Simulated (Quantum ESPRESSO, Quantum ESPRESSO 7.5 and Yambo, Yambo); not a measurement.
## Quasiparticle gap of SiH2C (chair-type functionalised monolayer) in Yambo

How does a plane-wave GW calculation on SiH2C (chair-type functionalised monolayer) run from the first input to the gap?

Main program and level: Quantum ESPRESSO 7.5 and Yambo 5.3.0; PBE and many-body steps on it, plane waves.

### 1. The starting structure

The cell holds 4 atoms: 1 C, 1 Si and 2 H. Its edges and angles: a = 3.123 Å, b = 3.123 Å, c = 15.000 Å, α = 90.0°, β = 90.0°, γ = 120.0°. Vacuum lies along c.

The structure was relaxed with PBE. The runs that relaxed it are not among those shown.

### 2. Ground state

This step: Quantum ESPRESSO 7.5; DFT, PBE, plane waves, norm-conserving pseudopotentials.

The ground-state density comes first.

pw.in reads:

```
&control
  calculation = 'scf'
  prefix = 'x'
  outdir = 'o'
  pseudo_dir = 'pseudo'
/
&system
  ibrav = 0
  nat = 4
  ntyp = 3
  ecutwfc = 74.0
  nbnd = 11
  force_symmorphic = .true.
/
&electrons
  conv_thr = 1e-10
  electron_maxstep = 80
  mixing_beta = 0.5
/
ATOMIC_SPECIES
  C 12.011 C.upf
  Si 28.085 Si.upf
  H 1.008 H.upf
CELL_PARAMETERS angstrom
  3.1234888947 -0.0000000002 0.0000000000
  -1.5617444472 2.7050207313 0.0000000000
  0.0000000000 0.0000000000 15.0000000000
ATOMIC_POSITIONS crystal
  C 0.3333333333 0.6666666667 0.5315526084
  Si 0.6666666667 0.3333333333 0.4933261667
  H 0.3333333333 0.6666666667 0.6052548425
  H 0.6666666667 0.3333333333 0.3934997156
K_POINTS automatic
  12 12 1 0 0 0
```

The run is started by

```sh
$ OMP_NUM_THREADS=1 mpirun -n 4 pw.x -nk 4 -in pw.in > pw.out
```

The log of the run:

```text
Program PWSCF v.7.5 starts

     This program is part of the open-source Quantum ESPRESSO suite
     for quantum simulation of materials; please cite
         "P. Giannozzi et al., J. Phys.:Condens. Matter 21 395502 (2009);
         "P. Giannozzi et al., J. Phys.:Condens. Matter 29 465901 (2017);
         "P. Giannozzi et al., J. Chem. Phys. 152 154105 (2020);
     in publications or presentations arising from this work. More details at
     Message from routine setup:
     using ibrav=0 with symmetry is DISCOURAGED, use correct ibrav instead

     G-vector sticks info

     bravais-lattice index     =            0
     lattice parameter (alat)  =       5.9025  a.u.
     unit-cell volume          =     855.2605 (a.u.)^3
     number of atoms/cell      =            4
     number of atomic types    =            3
     number of electrons       =        10.00
     number of Kohn-Sham states=           11
     kinetic-energy cutoff     =      74.0000  Ry
     charge density cutoff     =     296.0000  Ry
     scf convergence threshold =      1.0E-10
     mixing beta               =       0.5000
     number of iterations used =            8  plain     mixing
     Exchange-correlation= PBE
                           (   1   4   3   4   0   0   0)

     celldm(1)=   5.902539  celldm(2)=   0.000000  celldm(3)=   0.000000
     celldm(4)=   0.000000  celldm(5)=   0.000000  celldm(6)=   0.000000

     crystal axes: (cart. coord. in units of alat)
               a(1) = (   1.000000  -0.000000   0.000000 )
               a(2) = (  -0.500000   0.866025   0.000000 )
               a(3) = (   0.000000   0.000000   4.802322 )

     reciprocal axes: (cart. coord. in units 2 pi/alat)
               b(1) = (  1.000000  0.577350 -0.000000 )
               b(2) = (  0.000000  1.154701 -0.000000 )
               b(3) = ( -0.000000 -0.000000  0.208233 )
     Pseudo is Norm-conserving + core correction, Zval =  4.0
     Generated using ONCVPSP code by D. R. Hamann
     Using radial grid of 1248 points,  4 beta functions with:
     Pseudo is Norm-conserving + core correction, Zval =  4.0
     Generated using ONCVPSP code by D. R. Hamann
     Using radial grid of 1510 points,  6 beta functions with:
     Pseudo is Norm-conserving, Zval =  1.0
     Generated using ONCVPSP code by D. R. Hamann
     Using radial grid of 1166 points,  3 beta functions with:
     C                 4.00    12.01100     C ( 1.00)
     Si                4.00    28.08500     Si( 1.00)
     H                 1.00     1.00800     H ( 1.00)

      6 Sym. Ops. (no inversion) found

   Cartesian axes

     site n.     atom                  positions (alat units)
         1        C      tau(   1) = (  -0.0000000   0.5773503   2.5526869  )
         2        Si     tau(   2) = (   0.5000000   0.2886751   2.3691112  )
         3        H      tau(   3) = (  -0.0000000   0.5773503   2.9066288  )
         4        H      tau(   4) = (   0.5000000   0.2886751   1.8897124  )

     number of k points=    19
                       cart. coord. in units 2pi/alat
        k(    1) = (   0.0000000   0.0000000   0.0000000), wk =   0.0138889
        k(    2) = (   0.0000000   0.0962250   0.0000000), wk =   0.0833333
        k(    3) = (   0.0000000   0.1924501   0.0000000), wk =   0.0833333
        k(    4) = (   0.0000000   0.2886751   0.0000000), wk =   0.0833333
        k(    5) = (   0.0000000   0.3849002   0.0000000), wk =   0.0833333
        k(    6) = (   0.0000000   0.4811252   0.0000000), wk =   0.0833333
        k(    7) = (  -0.0000000  -0.5773503   0.0000000), wk =   0.0416667
        k(    8) = (   0.0833333   0.1443376   0.0000000), wk =   0.0833333
        k(    9) = (   0.0833333   0.2405626   0.0000000), wk =   0.1666667
        k(   10) = (   0.0833333   0.3367877   0.0000000), wk =   0.1666667
     [... 7 further rows ...]
        k(   18) = (   0.2500000   0.5292377   0.0000000), wk =   0.1666667
        k(   19) = (   0.3333333   0.5773503   0.0000000), wk =   0.0277778

     Dense  grid:    73325 G-vectors     FFT dimensions: (  36,  36, 160)

     Initial potential from superposition of free atoms

     starting charge       9.9993, renormalised to      10.0000
     Starting wfcs are   10 randomized atomic wfcs +    1 random wfcs

     per-process dynamical memory:    55.5 Mb

     Self-consistent Calculation

     iteration #  1     ecut=    74.00 Ry     beta= 0.50

     total energy              =     -22.74682834 Ry
     estimated scf accuracy    <       0.61040795 Ry

     iteration #  2     ecut=    74.00 Ry     beta= 0.50

     total energy              =     -22.87144599 Ry
     estimated scf accuracy    <       0.06394223 Ry

     iteration #  3     ecut=    74.00 Ry     beta= 0.50

     total energy              =     -22.87971785 Ry
     estimated scf accuracy    <       0.00965110 Ry

     iteration #  4     ecut=    74.00 Ry     beta= 0.50

     total energy              =     -22.88068091 Ry
     estimated scf accuracy    <       0.00201179 Ry

     iteration #  5     ecut=    74.00 Ry     beta= 0.50

     total energy              =     -22.88101609 Ry
     estimated scf accuracy    <       0.00007091 Ry

     iteration #  6     ecut=    74.00 Ry     beta= 0.50

     total energy              =     -22.88102793 Ry
     estimated scf accuracy    <       0.00000574 Ry

     iteration #  7     ecut=    74.00 Ry     beta= 0.50

     total energy              =     -22.88102887 Ry
     estimated scf accuracy    <       0.00000105 Ry

     iteration #  8     ecut=    74.00 Ry     beta= 0.50

     total energy              =     -22.88102912 Ry
     estimated scf accuracy    <       0.00000016 Ry

     iteration #  9     ecut=    74.00 Ry     beta= 0.50

     total energy              =     -22.88102913 Ry
     estimated scf accuracy    <          8.5E-09 Ry

     iteration # 10     ecut=    74.00 Ry     beta= 0.50

     total energy              =     -22.88102913 Ry
     estimated scf accuracy    <          1.2E-09 Ry

     iteration # 11     ecut=    74.00 Ry     beta= 0.50

     End of self-consistent calculation

          k = 0.0000 0.0000 0.0000 (  9065 PWs)   bands (ev):

   -16.1286  -9.7596  -5.1103  -2.7570  -2.7570   1.2923   2.4614   2.9669
     3.6016   4.4914   5.2767

          k = 0.0000 0.0962 0.0000 (  9126 PWs)   bands (ev):

   -16.0230  -9.6826  -5.0786  -3.3134  -2.9023   1.4192   2.5860   3.3232
     3.6818   4.6149   5.0290

          k = 0.0000 0.1925 0.0000 (  9156 PWs)   bands (ev):

   -15.7118  -9.4699  -5.0528  -4.4984  -3.2589   1.7678   2.9251   3.3146
     3.9712   4.9786   5.3210

          k = 0.0000 0.2887 0.0000 (  9194 PWs)   bands (ev):

     [... further k-points ...]

     highest occupied, lowest unoccupied level (ev):    -2.7570    1.2923

!    total energy              =     -22.88102913 Ry
     estimated scf accuracy    <          1.8E-11 Ry

     The total energy is the sum of the following terms:
     one-electron contribution =    -122.28173331 Ry
     hartree contribution      =      63.14155242 Ry
     xc contribution           =      -8.87386445 Ry
     ewald contribution        =      45.13301621 Ry

     convergence has been achieved in  11 iterations

     XML data file, charge density, pseudopotentials, collected wavefunctions

=------------------------------------------------------------------------------=
   JOB DONE.
=------------------------------------------------------------------------------=
```

The job ended after 11 s (4 MPI ranks of Arm Neoverse V1, shared host; peak memory 0.39 GiB; 46 s of CPU time).

This step gave:

* total energy: -311.3123 eV
* gap: 4.049 eV
* k of the valence top: 0, 0, 0
* k of the conduction bottom: 0, 0, 0
* least direct gap: 4.049 eV

The gap is direct, at Γ.

### 3. Bands along the symmetry lines

The cheap functional maps the bands first; the places of the edges decide which points the dearer methods must see.

pw.in reads:

```
&control
  calculation = 'bands'
  prefix = 'x'
  outdir = 'o'
  pseudo_dir = 'pseudo'
/
&system
  ibrav = 0
  nat = 4
  ntyp = 3
  ecutwfc = 74.0
  nbnd = 11
  force_symmorphic = .true.
/
&electrons
  conv_thr = 1e-9
  electron_maxstep = 80
  diago_full_acc = .true.
  diago_thr_init = 5e-6
/
ATOMIC_SPECIES
  C 12.011 C.upf
  Si 28.085 Si.upf
  H 1.008 H.upf
CELL_PARAMETERS angstrom
  3.1234888947 -0.0000000002 0.0000000000
  -1.5617444472 2.7050207313 0.0000000000
  0.0000000000 0.0000000000 15.0000000000
ATOMIC_POSITIONS crystal
  C 0.3333333333 0.6666666667 0.5315526084
  Si 0.6666666667 0.3333333333 0.4933261667
  H 0.3333333333 0.6666666667 0.6052548425
  H 0.6666666667 0.3333333333 0.3934997156
K_POINTS crystal
  25
  0.00000000 0.00000000 0.00000000 1
  0.06250000 0.00000000 0.00000000 1
  0.12500000 0.00000000 0.00000000 1
  0.18750000 0.00000000 0.00000000 1
  0.25000000 0.00000000 0.00000000 1
  0.31250000 0.00000000 0.00000000 1
  0.37500000 0.00000000 0.00000000 1
  0.43750000 0.00000000 0.00000000 1
  0.50000000 0.00000000 0.00000000 1
  0.47916667 0.04166667 0.00000000 1
  0.45833333 0.08333333 0.00000000 1
  0.43750000 0.12500000 0.00000000 1
  0.41666666 0.16666666 0.00000000 1
  0.39583333 0.20833333 0.00000000 1
  0.37500000 0.25000000 0.00000000 1
  0.35416666 0.29166666 0.00000000 1
  0.33333333 0.33333333 0.00000000 1
  0.29166666 0.29166666 0.00000000 1
  0.25000000 0.25000000 0.00000000 1
  0.20833333 0.20833333 0.00000000 1
  0.16666666 0.16666666 0.00000000 1
  0.12500000 0.12500000 0.00000000 1
  0.08333333 0.08333333 0.00000000 1
  0.04166667 0.04166667 0.00000000 1
  0.00000000 0.00000000 0.00000000 1
```

The log of the run:

```text
[banner, memory and clock lines left out]
Program PWSCF v.7.5 starts

     Atomic positions and unit cell read from directory:
     o/x.save/

     Message from routine setup:
     using ibrav=0 with symmetry is DISCOURAGED, use correct ibrav instead

     G-vector sticks info

     bravais-lattice index     =            0
     lattice parameter (alat)  =       5.9025  a.u.
     unit-cell volume          =     855.2605 (a.u.)^3
     number of atoms/cell      =            4
     number of atomic types    =            3
     number of electrons       =        10.00
     number of Kohn-Sham states=           11
     kinetic-energy cutoff     =      74.0000  Ry
     charge density cutoff     =     296.0000  Ry
     Exchange-correlation= PBE
                           (   1   4   3   4   0   0   0)

     celldm(1)=   5.902539  celldm(2)=   0.000000  celldm(3)=   0.000000
     celldm(4)=   0.000000  celldm(5)=   0.000000  celldm(6)=   0.000000

     crystal axes: (cart. coord. in units of alat)
               a(1) = (   1.000000  -0.000000   0.000000 )
               a(2) = (  -0.500000   0.866025   0.000000 )
               a(3) = (   0.000000   0.000000   4.802322 )

     reciprocal axes: (cart. coord. in units 2 pi/alat)
               b(1) = (  1.000000  0.577350 -0.000000 )
               b(2) = (  0.000000  1.154701 -0.000000 )
               b(3) = ( -0.000000 -0.000000  0.208233 )
     Pseudo is Norm-conserving + core correction, Zval =  4.0
     Generated using ONCVPSP code by D. R. Hamann
     Using radial grid of 1248 points,  4 beta functions with:
     Pseudo is Norm-conserving + core correction, Zval =  4.0
     Generated using ONCVPSP code by D. R. Hamann
     Using radial grid of 1510 points,  6 beta functions with:
     Pseudo is Norm-conserving, Zval =  1.0
     Generated using ONCVPSP code by D. R. Hamann
     Using radial grid of 1166 points,  3 beta functions with:
     C                 4.00    12.01100     C ( 1.00)
     Si                4.00    28.08500     Si( 1.00)
     H                 1.00     1.00800     H ( 1.00)

      6 Sym. Ops. (no inversion) found

   Cartesian axes

     site n.     atom                  positions (alat units)
         1        C      tau(   1) = (  -0.0000000   0.5773503   2.5526869  )
         2        Si     tau(   2) = (   0.5000000   0.2886751   2.3691112  )
         3        H      tau(   3) = (  -0.0000000   0.5773503   2.9066288  )
         4        H      tau(   4) = (   0.5000000   0.2886751   1.8897124  )

     number of k points=    25
                       cart. coord. in units 2pi/alat
        k(    1) = (   0.0000000   0.0000000   0.0000000), wk =   0.0800000
        k(    2) = (   0.0625000   0.0360844   0.0000000), wk =   0.0800000
        k(    3) = (   0.1250000   0.0721688   0.0000000), wk =   0.0800000
[...]
[... 13 further rows ...]
        k(   24) = (   0.0416667   0.0721688   0.0000000), wk =   0.0800000
        k(   25) = (   0.0000000   0.0000000   0.0000000), wk =   0.0800000

     Dense  grid:    73325 G-vectors     FFT dimensions: (  36,  36, 160)

     The potential is recalculated from file :
     o/x.save/charge-density

     Starting wfcs are   10 randomized atomic wfcs +    1 random wfcs

     Band Structure Calculation

     End of band structure calculation

          k = 0.0000 0.0000 0.0000 (  9065 PWs)   bands (ev):

   -16.1286  -9.7596  -5.1103  -2.7570  -2.7570   1.2923   2.4614   2.9669
     3.6016   4.4914   5.2768

          k = 0.0625 0.0361 0.0000 (  9132 PWs)   bands (ev):

   -16.0691  -9.7159  -5.0918  -3.0837  -2.8406   1.3645   2.5319   3.1943
     3.6467   4.5618   5.1072

          k = 0.1250 0.0722 0.0000 (  9140 PWs)   bands (ev):

   -15.8922  -9.5903  -5.0492  -3.8819  -3.0635   1.5699   2.7362   3.4539
     3.8019   4.7608   5.0300

[...]
k = 0.0417 0.0722 0.0000 (  9124 PWs)   bands (ev):

   -16.0493  -9.7016  -5.0860  -3.1798  -2.8727   1.3882   2.5552   3.2612
     3.6605   4.5846   5.0493

          k = 0.0000 0.0000 0.0000 (  9065 PWs)   bands (ev):

   -16.1286  -9.7596  -5.1103  -2.7570  -2.7570   1.2923   2.4614   2.9669
     3.6016   4.4914   5.2768

     XML data file, pseudopotentials, collected wavefunctions
```

Elapsed: 6.8 s, on 4 MPI ranks; peak memory 0.31 GiB.

Numbers from this step:

```yaml
gap: 4.049 eV
k_of_the_valence_top: 0, 0, 0
k_of_the_conduction_bottom: 0, 0, 0
least_direct_gap: 4.049 eV
```

The gap is 4.049 eV, as in the run before at this level.

Electronic bands along the path, in eV, zero at the top of the highest filled band; v1 is the highest filled band, c1 the lowest empty one:

```csv
point,v4,v3,v2,v1,c1,c2,c3,c4
Γ,-7.00,-2.35,0.00,0.00,4.05,5.22,5.72,6.36
halfway,-6.44,-3.25,-2.07,-0.92,4.88,5.55,6.26,7.13
M,-7.18,-4.43,-2.24,-1.60,4.09,6.14,7.03,8.53
halfway,-6.96,-4.30,-3.07,-2.11,4.97,7.21,7.48,7.84
K,-6.70,-4.47,-3.89,-2.15,5.29,7.27,7.30,9.61
halfway,-6.33,-3.45,-2.26,-1.62,5.33,6.22,6.47,7.31
Γ,-7.00,-2.35,0.00,0.00,4.05,5.22,5.72,6.36
```

The electronic bands as a text plot (rows in eV, shown from -8.0 to 7.2 only):

```
    6.9 |+     +++++++++++++++++++++  +++  +++   +++   +++      +
    6.3 |++++++++++++  ++++++++++             +++++++++++++++++++
    5.7 |++++++++++++++                    +++++++++   ++++++   +
    5.0 |++++     +++            ++++++++++         ++++++   ++++
    4.4 | ++++++++   ++++++++++++                         ++++++
    3.8 |+                                                      +
    3.1 |
    2.5 |
    1.8 |
    1.2 |
    0.6 |
   -0.1 |******                                              ****
   -0.7 |      ******                                     ******
   -1.3 |    **      *********                      *********
   -2.0 |      **********************************************
   -2.6 |*********              ***              ***   ***   ****
   -3.2 |         ***              ***              ***
   -3.9 |            **               **************
   -4.5 |              ***********************
   -5.1 |
   -5.8 |
   -6.4 |      ***********             *******************
   -7.0 |******           *************                   *******
   -7.7 |
         Γ                   M           K                      Γ
```

(Part 1 of 3 ends here.)

[Paths, hosts, dates, memory and timing lines, banners, echoed tables and standing remarks are left out of the program output.]

[Logs are printed without paths, hosts, clocks, repeated set-up lines and the standing remarks that a program may print on its own settings, such as how far it seeks lower states.]

[Runs of the session that timed out or met a known fault of the program may be left out.]

[Hosts, paths, dates, database ids (printed as entryN), source tags and the programs' standing remarks are cut or masked in the printed files.]
